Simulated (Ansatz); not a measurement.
# Dielectric response of GaN (10-10) films, part 2 of 3

How well do thin wurtzite GaN (10-10) films screen a perpendicular field?

Ansatz 0.2.0; plane-wave DFT, PBE, Ansatz PAW (the session's first sound run).

So far, ionisation energy, upper face (eV): step 2 (relaxing the film, 12 atoms, units 3) 5.67; step 3 (single point on the relaxed film, 12 atoms, units 3) 5.67; step 10 (relaxing the film, 16 atoms, units 4) 5.66; step 11 (single point on the relaxed film, 16 atoms, units 4) 5.66.

## (15) Relaxation, 24 atoms, units 6

This step: plane-wave DFT, PBE, Ansatz PAW (Ansatz 0.2.0).

System of this step: GaN (10-10), 6 units. The cell holds 24 atoms: 12 Ga and 12 N. Cell: a = 3.190 Å, b = 5.190 Å, c = 32.734 Å, α = 90.0°, β = 90.0°, γ = 90.0°. It derives from GaN (wurtzite GaN). Vacuum lies along c.

input.yaml

```yaml
crystal:
  lattice:
    - [3.19, 0.0, 0.0]
    - [0.0, 5.19, 0.0]
    - [0.0, 0.0, 32.7339788697]
  atoms:
    - { symbol: Ga, position: [0.0, 0.0, 0.2749436613] }
    - { symbol: "N", position: [0.0, 0.377, 0.2749436613] }
    - { symbol: Ga, position: [0.5, 0.5, 0.3030757037] }
    - { symbol: "N", position: [0.5, 0.877, 0.3030757037] }
    - { symbol: Ga, position: [0.5, 0.0, 0.3593397883] }
    - { symbol: "N", position: [0.5, 0.377, 0.3593397883] }
    - { symbol: Ga, position: [0.0, 0.5, 0.3874718307] }
    - { symbol: "N", position: [0.0, 0.877, 0.3874718307] }
    - { symbol: Ga, position: [0.0, 0.0, 0.4437359153] }
    - { symbol: "N", position: [0.0, 0.377, 0.4437359153] }
    - { symbol: Ga, position: [0.5, 0.5, 0.4718679577] }
    - { symbol: "N", position: [0.5, 0.877, 0.4718679577] }
    - { symbol: Ga, position: [0.5, 0.0, 0.5281320423] }
    - { symbol: "N", position: [0.5, 0.377, 0.5281320423] }
    - { symbol: Ga, position: [0.0, 0.5, 0.5562640847] }
    - { symbol: "N", position: [0.0, 0.877, 0.5562640847] }
    - { symbol: Ga, position: [0.0, 0.0, 0.6125281693] }
    - { symbol: "N", position: [0.0, 0.377, 0.6125281693] }
    - { symbol: Ga, position: [0.5, 0.5, 0.6406602117] }
    - { symbol: "N", position: [0.5, 0.877, 0.6406602117] }
    - { symbol: Ga, position: [0.5, 0.0, 0.6969242963] }
    - { symbol: "N", position: [0.5, 0.377, 0.6969242963] }
    - { symbol: Ga, position: [0.0, 0.5, 0.7250563387] }
    - { symbol: "N", position: [0.0, 0.877, 0.7250563387] }
kpoints:
  mp_grid: { grid: [8, 6, 1] }
hamiltonian:
  xc: pbe
scf:
  occupations: { method: fixed }
  convergence: { dr2_threshold: 1.0e-09 }
efield:
  axis: 3
  dipole_correction: true
  ramp_position: 0.97
  ramp_width: 0.06
relax:
  f_tol: 0.003
  max_steps: 100
output:
  write_potential: true
  write_density: true
  volumetric_format: npy
```

Started as:

```
$ ansatz run input.yaml --threads 4 --pin off --max-ram 12288MiB --backend cpu --events-out ev --progress --plain --runs-dir out
```

The job ended after 6.2 min (4 threads of Arm Neoverse V1, shared host; peak memory 2 GiB; 24 min of CPU time).

Relaxation path:

```tsv
step	energy less that of the first step (eV)	largest force component (eV/Å)
1	0.0000	2.0442
2	-0.7180	0.9947
3	-0.9323	0.4105
4	-0.9570	0.0928
5	-0.9603	0.0372
6	-0.9603	0.0203
7	-0.9604	0.0010
```

The run keeps the 2 symmetry operations that it works with, so distortions that break them were not tested.

The atoms that moved most (Å):

```tsv
atom	dx	dy	dz	length
Ga23	0.000	0.153	-0.160	0.221
Ga1	0.000	0.153	0.160	0.221
Ga3	0.000	-0.033	-0.198	0.201
Ga21	0.000	-0.033	0.198	0.201
N2	0.000	0.001	-0.117	0.117
N24	0.000	0.001	0.117	0.117
N4	0.000	-0.033	-0.103	0.109
N22	0.000	-0.033	0.103	0.109
```

The relaxed structure:

```xyz
24
Lattice="3.1900 0.0000 0.0000 0.0000 5.1900 0.0000 0.0000 0.0000 32.7340" Properties=species:S:1:pos:R:3
Ga    0.0000    0.1529    9.1596
N     0.0000    1.9572    8.8828
Ga    1.5950    2.5616    9.7226
N     1.5950    4.5182    9.8176
Ga    1.5950    0.0051   11.7381
N     1.5950    1.9548   11.6807
Ga    0.0000    2.5680   12.6127
N     0.0000    4.5372   12.6395
Ga    0.0000   -0.0120   14.5062
N     0.0000    1.9479   14.4895
Ga    1.5950    2.5779   15.4294
N     1.5950    4.5410   15.4413
Ga    1.5950   -0.0171   17.3046
N     1.5950    1.9460   17.2927
Ga    0.0000    2.5830   18.2278
N     0.0000    4.5429   18.2445
Ga    0.0000   -0.0270   20.1213
N     0.0000    1.9422   20.0945
Ga    1.5950    2.6001   20.9959
N     1.5950    4.5498   21.0532
Ga    1.5950   -0.0334   23.0114
N     1.5950    1.9232   22.9164
Ga    0.0000    2.7479   23.5744
N     0.0000    4.5522   23.8511
```

Running mean over 2.763 Å of the planar mean; the ramp of the sawtooth is left out. The electron's electrostatic potential energy less the highest filled level by z:

```tsv
z (Å)	electron's electrostatic potential energy less the highest filled level (eV)
4	5.68
5	5.68
6	5.65
7	5.06
8	0.868
9	-3.63
10	-4.62
11	-4.43
12	-4.40
13	-4.39
14	-4.33
15	-4.45
16	-4.34
17	-4.36
18	-4.43
19	-4.35
20	-4.42
21	-4.32
22	-4.55
23	-4.50
24	-2.82
25	2.25
26	5.40
27	5.66
28	5.68
29	5.68
```

The relaxation took 7 steps and lowered the energy by 0.96 eV; the largest force on the free atoms ends at 1.0e-3 eV/Å.

The gap is 1.53 eV, with the valence edge 5.68 eV and the conduction edge 4.15 eV under the upper vacuum level.

## (16) The series together

Times are for 4 threads of Arm Neoverse V1, shared host. The runs compared:

```tsv
no.	units	gap by band count (eV)	ionisation energy, upper face (eV)	electron affinity, upper face (eV)	time	memory (GiB)
1	3	1.513	5.672	4.159	1.7 min	1.0
2	4	1.481	5.663	4.182	2.7 min	1.3
3	6	1.528	5.682	4.154	6.2 min	2.0
```

The valence density, planar mean (3) oscillates, so the rows of the table below give means over windows of 1 Å about each position, cut where the curve ends. Its maxima inside the range that stand out by 2 % of the span (Å: e/Å³): 9.2: 1.57, 9.8: 1.57, 11.8: 1.47, 12.6: 1.47, 14.7: 1.57, 15.2: 1.57. Its minima: 9.5: 1.47, 10.9: 0.178, 12.2: 0.936, 13.6: 0.178, 14.9: 1.47.

The runs together. Valence density, planar mean against z; means over each step:

```tsv
z (Å)	3 (e/Å³)	4 (e/Å³)	6 (e/Å³)
5	1.8e-5	2.0e-5	2.2e-5
6	2.7e-4	3.0e-4	3.3e-4
7	0.00468	0.00507	0.00577
8	0.0951	0.103	0.115
9	1.02	1.04	1.08
10	0.992	0.972	0.918
11	0.299	0.326	0.356
12	1.16	1.13	1.13
13	0.754	0.760	0.725
14	0.423	0.519	0.581
15	1.43	1.18	1.13
16	0.325	0.508	0.505
17	0.0178	0.701	0.798
18	9.5e-4	1.26	1.09
19	5.9e-5	0.184	0.333
20	4.0e-6	0.00936	0.954
21	0	5.3e-4	1.02
22	0	3.4e-5	0.261
23	0	2.2e-6	1.22
24	0	0	0.882
```

## (17) Single point on the relaxed film, 24 atoms, units 6

input.yaml

```yaml
crystal:
  lattice:
    - [3.19, 0.0, 0.0]
    - [0.0, 5.19, 0.0]
    - [0.0, 0.0, 32.7339788697]
  atoms:
    - { symbol: Ga, position: [0.0, 0.0294636361, 0.2798187718] }
    - { symbol: "N", position: [0.0, 0.3771084317, 0.2713645363] }
    - { symbol: Ga, position: [0.5, 0.4935717487, 0.2970192602] }
    - { symbol: "N", position: [0.5, 0.8705571763, 0.2999210353] }
    - { symbol: Ga, position: [0.5, 0.000977767, 0.3585900135] }
    - { symbol: "N", position: [0.5, 0.3766424317, 0.3568382634] }
    - { symbol: Ga, position: [0.0, 0.49480698, 0.3853078973] }
    - { symbol: "N", position: [0.0, 0.8742127414, 0.3861281368] }
    - { symbol: Ga, position: [0.0, -0.0023057332, 0.443154445] }
    - { symbol: "N", position: [0.0, 0.3753116308, 0.4426444105] }
    - { symbol: Ga, position: [0.5, 0.4967085967, 0.4713561736] }
    - { symbol: "N", position: [0.5, 0.8749445608, 0.4717196449] }
    - { symbol: Ga, position: [0.5, -0.0032914018, 0.5286438275] }
    - { symbol: "N", position: [0.5, 0.3749445622, 0.5282803565] }
    - { symbol: Ga, position: [0.0, 0.4976942705, 0.556845556] }
    - { symbol: "N", position: [0.0, 0.8753116342, 0.5573555908] }
    - { symbol: Ga, position: [0.0, -0.0051930112, 0.6146921036] }
    - { symbol: "N", position: [0.0, 0.3742127486, 0.613871863] }
    - { symbol: Ga, position: [0.5, 0.500977776, 0.6414099859] }
    - { symbol: "N", position: [0.5, 0.8766424383, 0.6431617359] }
    - { symbol: Ga, position: [0.5, -0.0064282452, 0.7029807389] }
    - { symbol: "N", position: [0.5, 0.3705571817, 0.700078963] }
    - { symbol: Ga, position: [0.0, 0.5294636404, 0.7201812279] }
    - { symbol: "N", position: [0.0, 0.8771084384, 0.7286354624] }
kpoints:
  mp_grid: { grid: [8, 6, 1] }
hamiltonian:
  xc: pbe
scf:
  occupations: { method: fixed }
  convergence: { dr2_threshold: 1.0e-09 }
efield:
  axis: 3
  dipole_correction: true
  ramp_position: 0.97
  ramp_width: 0.06
output:
  eigenvalues: true
  dos: { projected: true, e_range: [-7, 7] }
  write_potential: true
  write_density: true
  volumetric_format: npy
checkpoint:
  write: end6.run
  compress: false
  write_wavefunctions: false
```

Run time: 88 s. Hardware: 4 threads; peak memory 2.5 GiB.

Running mean over 2.763 Å of the planar mean; the ramp of the sawtooth is left out. The electron's electrostatic potential energy less the highest filled level by z:

z (Å), electron's electrostatic potential energy less the highest filled level (eV) and a bar from the least value:
```
        4       5.68 ##############################
        5       5.68 ##############################
        6       5.65 ##############################
        7       5.06 ############################
        8       0.87 ################
        9      -3.63 ###
       10      -4.62 
       11      -4.43 #
       12      -4.40 #
       13      -4.39 #
       14      -4.33 #
       15      -4.45 
       16      -4.34 #
       17      -4.36 #
       18      -4.43 #
       19      -4.35 #
       20      -4.42 #
       21      -4.32 #
       22      -4.55 
       23      -4.50 
       24      -2.82 #####
       25       2.25 ####################
       26       5.40 #############################
       27       5.66 ##############################
       28       5.68 ##############################
       29       5.68 ##############################
```

The gap is 1.53 eV, with the valence edge 5.68 eV and the conduction edge 4.15 eV under the upper vacuum level.

## (18) Single point, 24 atoms, units 6, field 0.1 V/Å

Changes to input.yaml since step 17:

```diff
@@ -36,3 +36,3 @@
   occupations: { method: fixed }
-  convergence: { dr2_threshold: 1.0e-09 }
+  convergence: { dr2_threshold: 1.0e-10 }
 efield:
@@ -42,5 +42,4 @@
   ramp_width: 0.06
+  amplitude: 0.1
 output:
-  eigenvalues: true
-  dos: { projected: true, e_range: [-7, 7] }
   write_potential: true
@@ -48,5 +47 @@
   volumetric_format: npy
-checkpoint:
-  write: end6.run
-  compress: false
-  write_wavefunctions: false
```

Run time: 1.7 min. Hardware: 4 threads; peak memory 2.5 GiB; 6.6 min of CPU time.

The dipole is 0.133 e·Å, and the gap on the mesh 1.433 eV.

## (19) Atoms held, 24 atoms, units 6, field -0.1 V/Å

Changes to input.yaml since step 18:

```diff
@@ -42,3 +42,3 @@
   ramp_width: 0.06
-  amplitude: 0.1
+  amplitude: -0.1
 output:
```

The job ended after 1.7 min (4 threads; peak memory 2.5 GiB).

The dipole is -0.133 e·Å, and the gap on the mesh 1.433 eV.

## (20) Response with the atoms held, 24 atoms, units 6

This step: plane-wave DFT, PBE, Ansatz PAW; response to a field along the normal, atoms held (Ansatz 0.2.0).

Local field over the applied field, running mean. From the potentials at -0.1 and 0.1 V/Å; running mean over 2.763 Å, taken twice. Table of local field over applied field by z:

```tsv
z (Å)	local field over applied field
4	0.998
5	0.985
6	0.924
7	0.761
8	0.512
9	0.287
10	0.173
11	0.151
12	0.156
13	0.161
14	0.164
15	0.165
16	0.166
17	0.166
18	0.165
19	0.163
20	0.160
21	0.154
22	0.151
23	0.192
24	0.338
25	0.582
26	0.815
27	0.948
28	0.991
```

The induced dipole is that of a conductor 14.57 Å thick.

## (21) Field on, atoms free, 24 atoms, units 6, field 0.05 V/Å

This step: plane-wave DFT, PBE, Ansatz PAW (Ansatz 0.2.0).

The same pair of relaxations in the field for this thickness.

Changes to input.yaml since step 19:

```diff
@@ -42,3 +42,6 @@
   ramp_width: 0.06
-  amplitude: -0.1
+  amplitude: 0.05
+relax:
+  f_tol: 0.0006
+  max_steps: 70
 output:
```

Wall time 3.6 min (4 threads); peak memory 2 GiB.

Hardly anything moved in the relaxation; the energy changed by under 0.2 meV an atom.

The relaxation took 4 steps and lowered the energy by 1.5e-4 eV; the largest force on the free atoms ends at 4.2e-4 eV/Å.

The dipole is 0.0728 e·Å, and the gap on the mesh 1.516 eV.

## (22) Relaxing in the field, 24 atoms, units 6, field -0.05 V/Å

Changes to input.yaml since step 21:

```diff
@@ -42,3 +42,3 @@
   ramp_width: 0.06
-  amplitude: 0.05
+  amplitude: -0.05
 relax:
```

Run time: 3.6 min. Hardware: 4 threads; peak memory 2 GiB; 14 min of CPU time.

Hardly anything moved in the relaxation; the energy changed by under 0.2 meV an atom.

The relaxation took 4 steps and lowered the energy by 1.5e-4 eV; the largest force on the free atoms ends at 4.2e-4 eV/Å.

The dipole is -0.0728 e·Å, and the gap on the mesh 1.516 eV.

## (23) Response with the atoms relaxed, 24 atoms, units 6

This step: plane-wave DFT, PBE, Ansatz PAW; response to a field along the normal, atoms relaxed (Ansatz 0.2.0).

This step gave:

```
equivalent conductor thickness p/(ε₀AE) : 15.92 Å
inner field over outer field            : 0.09342
local ε in the middle                   : 10.70
```

Local field over the applied field, running mean. From the potentials at -0.05 and 0.05 V/Å; running mean over 2.763 Å, taken twice. Local field over applied field against z:

```tsv
z (Å)	local field over applied field
4	0.998
5	0.986
6	0.911
7	0.742
8	0.453
9	0.217
10	0.0844
11	0.0735
12	0.0841
13	0.0917
14	0.0920
15	0.0940
16	0.0931
17	0.0931
18	0.0933
19	0.0921
20	0.0927
21	0.0783
22	0.0754
23	0.0959
24	0.275
25	0.531
26	0.804
27	0.942
28	0.992
```

The induced dipole is that of a conductor 15.92 Å thick.

## (24) Electronic ε from the series

This step: plane-wave DFT, PBE, Ansatz PAW; permittivity from the thickness series, atoms held (Ansatz 0.2.0).

Each added layer adds t(1 − 1/ε) to the dipole term, so the slope against thickness gives ε without a choice of where the film ends.

This step gave:

- slope: 0.8316
- intercept of the fit: 2.127 Å
- ε of the interior: 5.939

Table of equivalent conductor thickness by distance between the outer atoms:

```tsv
distance between the outer atoms (Å)	equivalent conductor thickness (Å)
6.56	7.58
9.36	9.92
14.97	14.6
```

By hand, from the thinnest and the thickest film: slope = (14.573 − 7.580) / (14.968 − 6.562) = 0.832, so ε = 1/(1 − 0.832) = 5.95.

## (25) Static ε from the series

This step: plane-wave DFT, PBE, Ansatz PAW; permittivity from the thickness series, atoms relaxed (Ansatz 0.2.0).

The same fit for the relaxed films. The nearer its slope lies to 1, the more ε hangs on small errors.

This step gave:

```yaml
slope: 0.9102
intercept_of_the_fit: 2.297 Å
eps_of_the_interior: 11.13
```

Equivalent conductor thickness against distance between the outer atoms:

```tsv
distance between the outer atoms (Å)	equivalent conductor thickness (Å)
6.56	8.27
14.97	15.9
```

By hand, from the thinnest and the thickest film: slope = (15.920 − 8.269) / (14.968 − 6.562) = 0.910, so ε = 1/(1 − 0.910) = 11.1. One nm of such a film has the capacitance of 3.9/11.1 = 0.35 nm of SiO₂ (its equivalent oxide thickness).

## (26) The bulk crystal

This step: plane-wave DFT, PBE, Ansatz PAW (Ansatz 0.2.0).

System of this step: wurtzite GaN. Symmetry: P6_3mc, No. 186, hexagonal system. The conventional cell has a = 3.190 Å, b = 3.190 Å, c = 5.190 Å, α = 90.00°, β = 90.00°, γ = 120.00°. Nearest to Ga lie 4 N at 1.95 to 1.96 Å. Nearest to N lie 4 Ga at 1.95 to 1.96 Å. Farther neighbours and most contacts between anions are not listed.

Band edges are better read in the bulk than in a thin slab, where confinement and surface states shift them. The bulk run gives them against its mean potential.

input.yaml

```yaml
crystal:
  lattice:
    - [3.19, 0.0, 0.0]
    - [-1.595, 2.7626210381, 0.0]
    - [0.0, 0.0, 5.19]
  atoms:
    - { symbol: Ga, position: [0.3333333333, 0.6666666667, 0.0] }
    - { symbol: Ga, position: [0.6666666667, 0.3333333333, 0.5] }
    - { symbol: "N", position: [0.3333333333, 0.6666666667, 0.377] }
    - { symbol: "N", position: [0.6666666667, 0.3333333333, 0.877] }
kpoints:
  mp_grid: { grid: [10, 10, 6] }
  band_path: { path: [VBM, CBM], npoints: 1 }
hamiltonian:
  xc: pbe
scf:
  occupations: { method: fixed }
  convergence: { dr2_threshold: 1.0e-09 }
output:
  eigenvalues: true
checkpoint:
  write: bulk.run
  compress: false
  write_wavefunctions: false
```

Run time: 2.7 s. Hardware: 4 threads; peak memory 0.37 GiB; 9.7 s of CPU time.

This step gave:

- gap on the k-mesh: 1.901 eV
- gap along the path: 1.901 eV
- smallest direct gap along the path: 1.901 eV
- gap, the smaller of path and mesh: 1.901 eV

The gap is 1.90 eV.

## (27) Band edges against the vacuum, levels PBE

This step: plane-wave DFT, PBE, Ansatz PAW; band edges against the vacuum, bulk levels by PBE (Ansatz 0.2.0).

System of this step: GaN (10-10), 6 units. The cell holds 24 atoms: 12 Ga and 12 N. Cell: a = 3.190 Å, b = 5.190 Å, c = 32.734 Å, α = 90.0°, β = 90.0°, γ = 90.0°. It derives from GaN (wurtzite GaN). Vacuum lies along c.

The averaged potential in the middle of the thickest slab ties the bulk's levels to the vacuum level.

align.yaml

```yaml
surface:
  bulk: { run: bulk.run }
  slab: { run: end6.run, axis: 3 }
  face: plus
  period: 2.76262
```

Started as:

```
$ ansatz align-bands align.yaml -- --threads 4 --pin off
```

Wall time 0.07 s (4 threads).

Numbers from this step:

```
ionisation energy : 5.671 eV
electron affinity : 3.770 eV
slab level shift  : -0.01082 eV
```

Check by hand: ionisation energy less affinity, 5.67 − (3.77) = 1.90 eV, is the bulk gap at this level.

The program warns that the averaged potential varies by 0.11 eV in the slab's middle, which these edges carry as an error.

(Continued in part 3 of 3.)

[Logs are printed without paths, hosts, clocks, repeated set-up lines and the standing remarks that a program may print on its own settings, such as how far it seeks lower states.]

[Hosts, paths, dates, database ids (printed as entryN), source tags and the programs' standing remarks are cut or masked in the printed files.]

[Maps of the electrostatic potential energy from Ansatz leave out the sawtooth potential of an applied field or a dipole correction, so their vacuum need not be flat; planar profiles and work functions include it.]
